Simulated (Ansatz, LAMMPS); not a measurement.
## Electronic structure of free surface of ionic liquid triethylsulfonium formate with water at 260 K (81 atoms)

Aim: energy, forces, charges and density of states of free surface of ionic liquid triethylsulfonium formate with water at 260 K (81 atoms) at a fixed geometry.

Method: Kohn-Sham DFT, PBE+D4, PAW (set soft_2), plane waves, in Ansatz 0.2.0.

### Step 1. The starting structure

The cell holds 81 atoms: 21 C, 3 S, 50 H and 7 O. Its edges and angles: a = 8.391 Å, b = 8.391 Å, c = 21.104 Å, α = 90.0°, β = 90.0°, γ = 90.0°. 3 triethylsulfonium, 3 formate, 1 H2O placed at random, at 1.08 g/cm³, as a film with 10 Å of vacuum; overlaps pushed apart, then 10 ps at 340 K with MMFF94 bonds, angles, torsions, charges and radii (Halgren, J. Comput. Chem. 17, 490 (1996)) in harmonic and 12-6 forms; SPC/E water (Berendsen, Grigera and Straatsma, J. Phys. Chem. 91, 6269 (1987)); charges of ions scaled by 0.8. Snapshot after 30 ps at 260 K and fixed volume. Vacuum lies along c.

Before any run, some limits are plain. The network of contacts between molecules at the start is that of the classical potential that made the cell, and needn't be the one that DFT or experiment would give. Sampling is at Γ alone, for a cell whose shortest periodic width is 8 Å.

### Step 2. The classical run that made the cell

A classical potential makes the cell, at a small fraction of what the same run would cost in DFT.

This step: classical MD, MMFF94 bonds, angles, torsions, charges and radii (Halgren, J. Comput. Chem. 17, 490 (1996)) in harmonic and 12-6 forms; SPC/E water (Berendsen, Grigera and Straatsma, J. Phys. Chem. 91, 6269 (1987)); charges of ions scaled by 0.8 (LAMMPS 22 Jul 2025 - Update 4).

Contents of in.lmp:

```
# free surface of ionic liquid triethylsulfonium formate with water
units real
atom_style full
boundary p p p
bond_style harmonic
angle_style harmonic
dihedral_style opls
improper_style harmonic
special_bonds lj 0 0 0.5 coul 0 0 0.75
read_data data.lmp
neigh_modify delay 0 every 1 check yes one 4000
comm_modify cutoff 12.0
timestep 0.5
thermo_style custom step time temp pe press density
thermo_modify norm yes
# push overlapping molecules apart
pair_style soft 2.6
pair_coeff * * 0.0
variable a equal ramp(1,60)
fix ad all adapt 1 pair soft a * * v_a
velocity all create 340 229674 mom yes dist gaussian
fix lim all nve/limit 0.03
fix lan all langevin 340 340 50 229675 zero yes
thermo 1000
run 3000 post no
unfix ad
pair_style lj/cut/coul/long 7.6
pair_modify mix arithmetic
pair_coeff 1 1 0.0678 3.3680   # C
pair_coeff 2 2 0.2681 3.6400   # S
pair_coeff 3 3 0.0216 2.5400   # H
pair_coeff 4 4 0.0763 3.0960   # O
pair_coeff 5 5 0.0678 3.4070   # C
pair_coeff 6 6 0.1553 3.1660   # O
# [... 20 lines left out ...]
compute msd all msd com yes
thermo 7500
fix md all nvt temp 260 260 100
run 30000 post no
print "== T260: mean square displacement over the hold $(c_msd[4]:%.2f) A^2"
unfix md
uncompute msd
write_dump all custom T260.dump id type xs ys zs modify sort id
```

On the command line:

```sh
lmp -in in.lmp -log none -nocite
```

Numbers of over 12 decimals in the logs are rounded to 6 here.

Output:

```text
LAMMPS (22 Jul 2025 - Update 4)
Reading data file ...
  orthogonal box = (0 0 0) to (8.39065 8.39065 21.10407)
  81 atoms
  orthogonal box = (0 0 0) to (8.39065 8.39065 21.10407)
  74 bonds
  127 angles
  135 dihedrals
  3 impropers
WARNING: Bond/angle/dihedral extent > half of periodic box length
   Step          Time           Temp          PotEng         Press         Density
         0   0              340            0.14960813     2545.3904      0.57088143
      1000   500            349.70644      1.0064297      5757.6101      0.57088143
      2000   1000           365.34017      1.1688046      3429.2438      0.57088143
[... 47 lines left out ...]
WARNING: Bond/angle/dihedral extent > half of periodic box length
   Step          Time           Temp          PotEng         Press         Density
[... 2 lines left out ...]
     30000   29000          280.63057     -1.3126019     -646.93625      0.57088143
     37500   36500          231.64153     -1.2965534      3686.9144      0.57088143
     45000   44000          249.6714      -1.3413077     -977.03296      0.57088143
     47000   46000          255.77701     -1.3043983     -243.49278      0.57088143
WARNING: Bond/angle/dihedral extent > half of periodic box length
Loop time of 4.85408 s on 1 MPI rank(s) for 30000 steps with 81 atoms
== T260: mean square displacement over the hold 27.45 A^2
```

It took 7.9 s on 1 thread of Arm Neoverse V2, shared host; peak memory 0.12 GiB.

The input also reads data.lmp (atoms, bonds and types; not printed here).

### Step 3. Plane-wave single point

The electrons are solved once, with the atoms held.

Contents of input.yaml:

```yaml
crystal:
  lattice:
    - [8.39065, 0.0, 0.0]
    - [0.0, 8.39065, 0.0]
    - [0.0, 0.0, 21.10407]
  atoms:
    - { symbol: C, position: [0.17091, 0.86539, 0.5269] }
    - { symbol: C, position: [0.0243, 0.8116, 0.49962] }
    - { symbol: S, position: [0.90165, 0.68276, 0.55077] }
    - { symbol: C, position: [0.74122, 0.65703, 0.49848] }
    - { symbol: C, position: [0.63009, 0.79872, 0.49173] }
    - { symbol: C, position: [0.00659, 0.50355, 0.5314] }
    - { symbol: C, position: [0.10334, 0.44642, 0.5896] }
    - { symbol: H, position: [0.25771, 0.77194, 0.51831] }
    - { symbol: H, position: [0.22074, 0.96794, 0.50227] }
    - { symbol: H, position: [0.15758, 0.89035, 0.57831] }
    - { symbol: H, position: [0.94983, 0.9113, 0.48871] }
    - { symbol: H, position: [0.0452, 0.75185, 0.45519] }
    - { symbol: H, position: [0.67699, 0.55266, 0.50783] }
    - { symbol: H, position: [0.79389, 0.63486, 0.45414] }
    - { symbol: H, position: [0.56346, 0.81604, 0.53754] }
    - { symbol: H, position: [0.54477, 0.76485, 0.45458] }
    - { symbol: H, position: [0.68859, 0.90564, 0.47573] }
    - { symbol: H, position: [0.91192, 0.41024, 0.51992] }
    - { symbol: H, position: [0.08232, 0.51559, 0.48956] }
    - { symbol: H, position: [0.01632, 0.40661, 0.62734] }
    - { symbol: H, position: [0.1727, 0.5439, 0.60967] }
    - { symbol: H, position: [0.18337, 0.33465, 0.58243] }
    - { symbol: C, position: [0.42596, 0.99631, 0.25518] }
    - { symbol: C, position: [0.49972, 0.86166, 0.2921] }
    - { symbol: S, position: [0.39599, 0.68435, 0.26643] }
    - { symbol: C, position: [0.23175, 0.70634, 0.32301] }
    - { symbol: C, position: [0.11674, 0.56545, 0.31975] }
    - { symbol: C, position: [0.51012, 0.55252, 0.31851] }
    - { symbol: C, position: [0.6594, 0.49698, 0.27946] }
    - { symbol: H, position: [0.45644, 0.97428, 0.20572] }
    - { symbol: H, position: [0.48022, 0.11196, 0.27354] }
    - { symbol: H, position: [0.30128, 0.00229, 0.26189] }
    - { symbol: H, position: [0.48411, 0.88459, 0.34501] }
    - { symbol: H, position: [0.62385, 0.83848, 0.2768] }
    - { symbol: H, position: [0.27156, 0.71891, 0.3727] }
    - { symbol: H, position: [0.15912, 0.80264, 0.30814] }
    - { symbol: H, position: [0.17588, 0.44798, 0.32446] }
    - { symbol: H, position: [0.02069, 0.57822, 0.35354] }
    - { symbol: H, position: [0.06874, 0.55675, 0.27159] }
    - { symbol: H, position: [0.53981, 0.61428, 0.3655] }
    - { symbol: H, position: [0.44101, 0.44577, 0.33088] }
    - { symbol: H, position: [0.72953, 0.59279, 0.26294] }
    - { symbol: H, position: [0.7417, 0.42423, 0.31082] }
    - { symbol: H, position: [0.61299, 0.44444, 0.23436] }
    - { symbol: C, position: [0.7917, 0.04963, 0.77196] }
    - { symbol: C, position: [0.78906, 0.89586, 0.73622] }
    - { symbol: S, position: [0.672, 0.75065, 0.77796] }
    - { symbol: C, position: [0.48411, 0.82603, 0.741] }
    - { symbol: C, position: [0.34725, 0.72222, 0.75523] }
    - { symbol: C, position: [0.69265, 0.59086, 0.72263] }
    - { symbol: C, position: [0.84814, 0.5108, 0.72983] }
    - { symbol: H, position: [0.67208, 0.0911, 0.77823] }
    - { symbol: H, position: [0.86304, 0.13433, 0.74628] }
    - { symbol: H, position: [0.83923, 0.02951, 0.82037] }
    - { symbol: H, position: [0.74822, 0.90883, 0.68492] }
    - { symbol: H, position: [0.9122, 0.84544, 0.73167] }
    - { symbol: H, position: [0.4594, 0.94895, 0.75987] }
    - { symbol: H, position: [0.49691, 0.82063, 0.68738] }
    - { symbol: H, position: [0.22995, 0.78263, 0.74134] }
    - { symbol: H, position: [0.35635, 0.61974, 0.7265] }
    - { symbol: H, position: [0.34332, 0.67637, 0.80414] }
    - { symbol: H, position: [0.67767, 0.64733, 0.67588] }
    - { symbol: H, position: [0.60096, 0.49696, 0.73227] }
    - { symbol: H, position: [0.85714, 0.45815, 0.7776] }
    - { symbol: H, position: [0.94803, 0.57948, 0.71628] }
    - { symbol: H, position: [0.82718, 0.40889, 0.69887] }
    - { symbol: O, position: [0.0202, 0.00013, 0.38025] }
    - { symbol: C, position: [0.87608, 0.95045, 0.37009] }
    - { symbol: O, position: [0.82111, 0.81084, 0.36983] }
    - { symbol: H, position: [0.77966, 0.03909, 0.36835] }
    - { symbol: O, position: [0.17599, 0.13381, 0.73375] }
    - { symbol: C, position: [0.27609, 0.24685, 0.72825] }
    - { symbol: O, position: [0.42362, 0.2438, 0.71964] }
    - { symbol: H, position: [0.22345, 0.3844, 0.73938] }
    - { symbol: O, position: [0.43617, 0.28007, 0.5171] }
    - { symbol: C, position: [0.4399, 0.34826, 0.46525] }
    - { symbol: O, position: [0.41047, 0.49215, 0.45516] }
    - { symbol: H, position: [0.45324, 0.27128, 0.4212] }
    - { symbol: O, position: [0.44002, 0.09296, 0.61852] }
    - { symbol: H, position: [0.45866, 0.15169, 0.65908] }
    - { symbol: H, position: [0.45888, 0.16627, 0.58192] }
kpoints:
  mp_grid: { grid: [1, 1, 1] }
hamiltonian:
  xc: pbe
  dispersion: d4
scf:
  occupations: { method: fixed }
output:
  forces: true
  populations: true
  dos:
    method: { smearing: { sigma: 0.1 } }
    de: 0.1
    projected: { site_lists: { C: [C], H: [H], O: [O], S: [S] } }
  eigenvalues: true
  write_density: true
  write_potential: true
  volumetric_format: npy
```

On the command line:

```sh
ansatz run input.yaml --threads 8 --pin off --max-ram 15872MiB --backend cpu --events-out ev --progress --plain --runs-dir out
```

Output:

```text
Engine: ansatz 0.2.0, aarch64-unknown-linux-gnu
Pseudopotentials: kind: paw
Pseudopotential: C, paw, valence charge 4, recommended cutoff 420 eV (normal), C.paw.azcp
Pseudopotential: S, paw, valence charge 6, recommended cutoff 420 eV (normal), S.paw.azcp
Pseudopotential: H, paw, valence charge 1, recommended cutoff 420 eV (normal), H.paw.azcp
Pseudopotential: O, paw, valence charge 6, recommended cutoff 420 eV (normal), O.paw.azcp
Functional definition: PBE
  parameter kappa = 0.804
  parameter beta = 0.066725
  exchange = pbe_x(kappa = kappa, mu = beta*pi^2/3)
  correlation = pbe_c(beta = beta)
Crystal: 81 atoms, lattice volume = 1485.790 Å³
Basis set: ecut = 420 eV, 28931 PW (Γ), exchange–correlation on 120×120×288 points (8 copies of the dense FFT grid, shifted against one another)
Bands: 178, of which v1, the nominal top of the filled ones, is band 97 counted from 1 (96 counted from 0)
Symmetry: 1 space group operations
Space group: P1 (ITA 1), of the structure as read, at distance tolerance 1.1e-4 Å
k-points: 1
Non-local potential: C, projectors of the file, l = 0: 2, l = 1: 2, l = 2: 1
Non-local potential: S, projectors of the file, l = 0: 2, l = 1: 2, l = 2: 2
Non-local potential: H, projectors of the file, l = 0: 2, l = 1: 1
Non-local potential: O, projectors of the file, l = 0: 2, l = 1: 2, l = 2: 1
PAW form: soft (Blöchl's): semilocal exchange-correlation on the pseudo side does not see the compensation charge
PAW one-centre angular grid: C, 110 points (default); XC on 64 Gauss nodes
PAW one-centre angular grid: S, 110 points (default); XC on 64 Gauss nodes
PAW one-centre angular grid: H, 110 points (default); XC on 64 Gauss nodes
PAW one-centre angular grid: O, 110 points (default); XC on 64 Gauss nodes
Initial density: superposition of atomic densities (neutral atoms: chi_scale 0, normalization atom), corrected by the library's trained network
Initial wavefunctions: pseudopotential atomic-orbital guess
Functional: x = pbe(κ = 0.804, μ = 0.219515), c = pbe(β = 0.066725)
SCF iter   1: F=—  HF=-12747.254911 eV  |F-HF|=—  |Δ(HF+E_count)|=         —  Δρ=5.29e-3  dr2=1.29e0  ethr=1.77e-3  ⟨swp⟩=5.0  Hψ=657  notcnv=0  defer=76
preconditioner: auto → Resta (q_TF=auto, 1.943 Å⁻¹)  ε∞=1.9  [insulator: Δε(μ)=3.262 eV  Ē_g=13.775 eV  n_scr=200 (ndim 8)  ℏωp=13.1 eV  f_vac=0.494  ε∞_Penn≈1.9  vacuum switching on, ρ_ref=1.4e-2 e/Å³]
SCF iter   2: F=—  HF=-12746.825547 eV  |F-HF|=—  |Δ(HF+E_count)|=   4.29e-1  Δρ=3.49e-3  dr2=2.02e-1  ethr=6.63e-4  ⟨swp⟩=2.0  Hψ=235  notcnv=0  defer=78
SCF iter   3: F=—  HF=-12746.783612 eV  |F-HF|=—  |Δ(HF+E_count)|=   4.19e-2  Δρ=1.86e-3  dr2=6.55e-2  ethr=1.04e-4  ⟨swp⟩=2.0  Hψ=302  notcnv=0  defer=79
SCF iter   4: F=—  HF=-12746.774118 eV  |F-HF|=—  |Δ(HF+E_count)|=   9.49e-3  Δρ=1.21e-3  dr2=2.13e-2  ethr=3.38e-5  ⟨swp⟩=3.0  Hψ=203  notcnv=0  defer=79
SCF iter   5: F=—  HF=-12746.771141 eV  |F-HF|=—  |Δ(HF+E_count)|=   2.98e-3  Δρ=3.76e-4  dr2=1.69e-3  ethr=1.10e-5  ⟨swp⟩=2.0  Hψ=302  notcnv=0  defer=79
SCF iter   6: F=—  HF=-12746.771072 eV  |F-HF|=—  |Δ(HF+E_count)|=   6.89e-5  Δρ=1.20e-4  dr2=1.46e-4  ethr=8.73e-7  ⟨swp⟩=2.0  Hψ=202  notcnv=0  defer=76
SCF iter   7: F=—  HF=-12746.771149 eV  |F-HF|=—  |Δ(HF+E_count)|=   7.71e-5  Δρ=5.40e-5  dr2=3.66e-5  ethr=7.53e-8  ⟨swp⟩=2.0  Hψ=201  notcnv=0  defer=75
SCF iter   8: F=—  HF=-12746.771603 eV  |F-HF|=—  |Δ(HF+E_count)|=   4.53e-4  Δρ=1.89e-5  dr2=3.90e-6  ethr=1.88e-8  ⟨swp⟩=2.0  Hψ=202  notcnv=0  defer=73
SCF iter   9: F=—  HF=-12746.771604 eV  |F-HF|=—  |Δ(HF+E_count)|=   1.59e-6  Δρ=6.25e-6  dr2=3.45e-7  ethr=2.01e-9  ⟨swp⟩=2.0  Hψ=202  notcnv=0  defer=73
SCF iter  10: F=-12746.771605 eV  HF=-12746.771605 eV  |F-HF|=2.42e-8  |Δ(HF+E_count)|=   3.01e-7  Δρ=1.93e-6  dr2=3.35e-8  ethr=5.15e-11  ⟨swp⟩=25.0  Hψ=1864  notcnv=0
SCF 1 converged in 10 iterations: F = -12746.771605 eV  dr2 = 3.35e-8
  greatest PAW one-centre occupation: 0.873 electrons in one spin orbital (limit 2), on the O atom at site 74 (counted from 0), in its partial waves of l = 0
WARN: The output density's exchange-correlation potential varies sharply where the density is thin. Do not read a vacuum level from v_tot or v_xc, or from such a field of the output density. On a cell that repeats whose density bears no net charge and no dipole along the vacuum's axis use v_es (v_loc + v_h of the components); [...]
SCF converged after 10 iterations
Free energy (F): -12746.771605 eV
Harris-Foulkes:  -12746.771605 eV  (|F-HF|=2.42e-8)
Internal energy: -12746.771605 eV  (E = F + TS)
E sigma→0 (E₀):  -12746.771605 eV
Fermi energy:    -1.469797 eV
--- Per-component energies (eV) ---
  E_band       = -1802.496298
  E_kinetic    = 4148.002622
  E_local      = -39566.886801  (includes V_loc(G=0)·N_el)
  E_nonlocal   = 1077.549887
  E_hartree    = 17863.807118
  E_xc         = -2262.721675
  E_vxc        = -2744.083105  (∫ρ·V_xc dr)
  E_paw        = -5023.344719  (= ΣΔE_a)
  E_vpaw       = -444.643411  (= ΣTr[D̂ρ^β])
  E_aug_tail   = -0.050084  (compensation charges beyond the density's cutoff)
  E_ewald      = 11020.009607
  E_disp       = -3.137561  (pairwise vdW)
  E_smearing   = -0.000000  (= −TS)
  E_closure    = -0.000000  (closes the sum)
  Σ components = -12746.771605   (vs F -12746.771605, Δ=0.00e0)
--- Forces (eV/Å), atoms counted from 1 ---
  atom   1  C      1.98604404    -0.01336952     1.63964841
  atom   2  C     -1.81955511     0.40094758    -0.54936771
  atom   3  S      1.02807568     0.16097668    -0.66995605
  atom   4  C     -0.80993630     1.61224477    -0.56405308
  atom   5  C     -0.85732687    -0.58477361     1.15311497
  atom   6  C      0.01094724    -2.76049117     0.90230811
  atom   7  C     -0.43319626    -1.73428309     0.54210448
  atom   8  H      0.66892938    -0.34258298     0.56084824
  atom   9  H     -0.22112582     0.45223412     0.01552358
  atom  10  H      0.50874198     0.21162412    -0.40753366
  atom  11  H     -0.84970160     0.62533912    -0.11572976
  atom  12  H     -0.42672414    -0.55543450    -0.45365938
  atom  13  H     -0.99565768    -1.49510774     1.03219451
  atom  14  H      0.91454330    -0.13643742    -1.57600917
[...]
atom  80  H     -0.26002765    -0.15903004    -0.66590646
  atom  81  H     -0.21299288    -0.48550530     0.69732287
  max |Σ_I F_I| component: 7.62e-5 eV/Å
--- Band table (eV) ---
  k-point 0: bands = ["-21.9265", "-21.8737", "-21.7134", "-20.0363", [... 162 levels ...], "6.7787", "6.8277", "6.8560", "6.9253", "6.9627", "6.9900", "7.0575", "7.1217", "7.2212", "7.2315", "7.2809", "7.3527"]
--- Löwdin populations: 81 sites ---
  site symbol       q [e]
     0      C      4.4589
     1      C      4.3183
     2      S      5.2104
[...]
80      H      0.6190
  spilling = 0.014722 (of n_electrons = 194.000000)
```

The job ended after 5.2 s (8 threads of Arm Neoverse V2, shared host; peak memory 1.3 GiB).

In the SCF lines HF is the Harris–Foulkes energy and dr2 the Hartree energy of the density residual, in eV; the loop may stop once dr2 is under the threshold and the program's other checks hold. Hψ counts applications of the Hamiltonian.

The program notes that the exchange-correlation potential is rough where the density is thin.

Read from the output:

```
free energy                                      : -12746.7716 eV
free energy per atom                             : -157.3676 eV/atom
SCF cycles                                       : 10
r.m.s. force component                           : 0.8283 eV/Å
longest force                                    : 3.013 eV/Å
Fermi energy                                     : -1.47 eV
gap (highest filled to lowest empty level) : 2.114 eV
spilling of the projection                       : 0.01472
```

Neighbours are counted within 1.34 Å (H-C), 1.21 Å (H-O), 1.85 Å (C-C), 1.68 Å (C-O), 2.21 Å (C-S).

Length of the force by element and coordination:

| element | coordination | atoms | mean length of the force (eV/Å) | spread | least | most |
| --- | --- | --- | --- | --- | --- | --- |
| C | all | 21 | 1.84 | 0.569 | 0.736 | 2.91 |
| C | 3 | 3 | 2.04 | 0.724 | 1.13 | 2.91 |
| C | 4 | 18 | 1.80 | 0.531 | 0.736 | 2.90 |
| H | all | 50 | 0.982 | 0.481 | 0.269 | 2.08 |
| O | all | 7 | 1.32 | 0.393 | 0.970 | 2.15 |
| O | 1 | 6 | 1.36 | 0.406 | 0.970 | 2.15 |
| O | 2 | 1 | 1.04 | 0 | 1.04 | 1.04 |
| S | all | 3 | 2.19 | 0.731 | 1.24 | 3.01 |

Löwdin charges by element and coordination (they lack the spilled electrons, 0.035 e an atom on average):

```csv
element,coordination,atoms,mean charge (e),spread,least,most
C,all,21,-0.275,0.293,-0.461,0.461
C,3,3,0.427,0.03,0.388,0.461
C,4,18,-0.393,0.0634,-0.461,-0.298
H,all,50,0.207,0.0568,-0.0116,0.381
O,all,7,-0.577,0.096,-0.803,-0.494
O,1,6,-0.539,0.029,-0.572,-0.494
O,2,1,-0.803,0,-0.803,-0.803
S,all,3,0.770,0.0141,0.756,0.790
```

States in the cell by windows of 1 eV, zero at the Fermi level; the larger projections on atomic orbitals stand beside the total:

```csv
from (eV),to (eV),total,C p,H s,O p,S p,C s
-14,-13,4.9,0.9,1.1,0.0,0.0,2.1
-13,-12,0.3,0.1,0.1,0.0,0.0,0.1
-12,-11,8.9,1.7,2.8,0.0,0.6,3.5
-11,-10,9.1,2.2,2.7,0.0,0.6,2.7
-10,-9,0.0,0.0,0.0,0.0,0.0,0.0
-9,-8,12.0,6.0,2.5,0.8,1.2,0.8
-8,-7,20.1,11.4,4.4,0.9,1.7,0.7
-7,-6,9.5,4.9,2.5,1.1,0.4,0.1
-6,-5,27.8,15.9,6.2,3.2,1.2,0.2
-5,-4,34.1,15.4,8.0,6.0,3.2,0.1
-4,-3,12.5,5.6,3.6,1.9,1.1,0.0
-3,-2,1.3,0.1,0.0,1.0,0.0,0.0
-2,-1,1.8,0.0,0.0,1.6,0.0,0.0
-1,0,17.6,0.2,1.1,15.8,0.0,0.1
0,1,1.4,0.0,0.1,1.2,0.0,0.0
1,2,0.1,0.0,0.0,0.0,0.1,0.0
2,3,10.4,2.4,0.9,0.0,3.1,1.2
3,4,7.8,1.3,1.6,0.0,1.2,0.8
4,5,21.6,3.9,4.6,1.0,0.5,1.4
```

With fixed occupations the program's Fermi level is the highest filled level; weight inside the gap is the broadening of levels at its edges.

Between -21 and -14 eV lie 33 more states.

The levels nearest the highest filled one (over half full), pooled over k-points and spins:

```csv
level less the highest filled one (eV),occupation
-0.469,2
-0.268,2
-0.245,2
-0.133,2
-0.089,2
0,2
2.11,0
2.14,0
2.16,0
2.56,0
2.85,0
3.03,0
```

Planar average of the electrostatic potential energy along the normal, with the Fermi level as zero, after a running mean with a triangular window 4 Å wide at its base:

| height (Å) | potential energy (eV) |
| --- | --- |
| 0.0 | 3.73 |
| 0.6 | 3.69 |
| 1.2 | 3.64 |
| 1.8 | 3.60 |
| 2.3 | 3.54 |
| 2.9 | 3.43 |
| 3.7 | 3.01 |
| 4.3 | 2.24 |
| 4.8 | 1.16 |
| 5.4 | 0.04 |
| 6.0 | -0.59 |
| 6.6 | -0.54 |
| 7.2 | 0.25 |
| 7.8 | 1.27 |
| 8.4 | 2.10 |
| 8.9 | 2.22 |
| 9.5 | 1.54 |
| 10.1 | 0.67 |
| 10.8 | 0.09 |
| 11.4 | 0.51 |
| 12.0 | 1.38 |
| 12.6 | 2.28 |
| 13.2 | 2.80 |
| 13.8 | 2.41 |
| 14.4 | 1.19 |
| 14.9 | -0.35 |
| 15.5 | -1.35 |
| 16.1 | -0.97 |
| 16.7 | 0.37 |
| 17.3 | 1.98 |
| 18.0 | 3.32 |
| 18.6 | 3.74 |
| 19.2 | 3.84 |
| 19.8 | 3.83 |
| 20.4 | 3.79 |
| 21.0 | 3.75 |

(Continued in part 2 of 2.)

[Logs are printed without paths, hosts, clocks, repeated set-up lines and the standing remarks that a program may print on its own settings, such as how far it seeks lower states.]

[Hosts, paths, dates, database ids (printed as entryN), source tags and the programs' standing remarks are cut or masked in the printed files.]

[The MMFF94 radii named for the starting cell were scaled by 0.96; in molecules described by MMFF94, hydrogen bound to N, O or S took a small fixed 12-6 site in their place.]
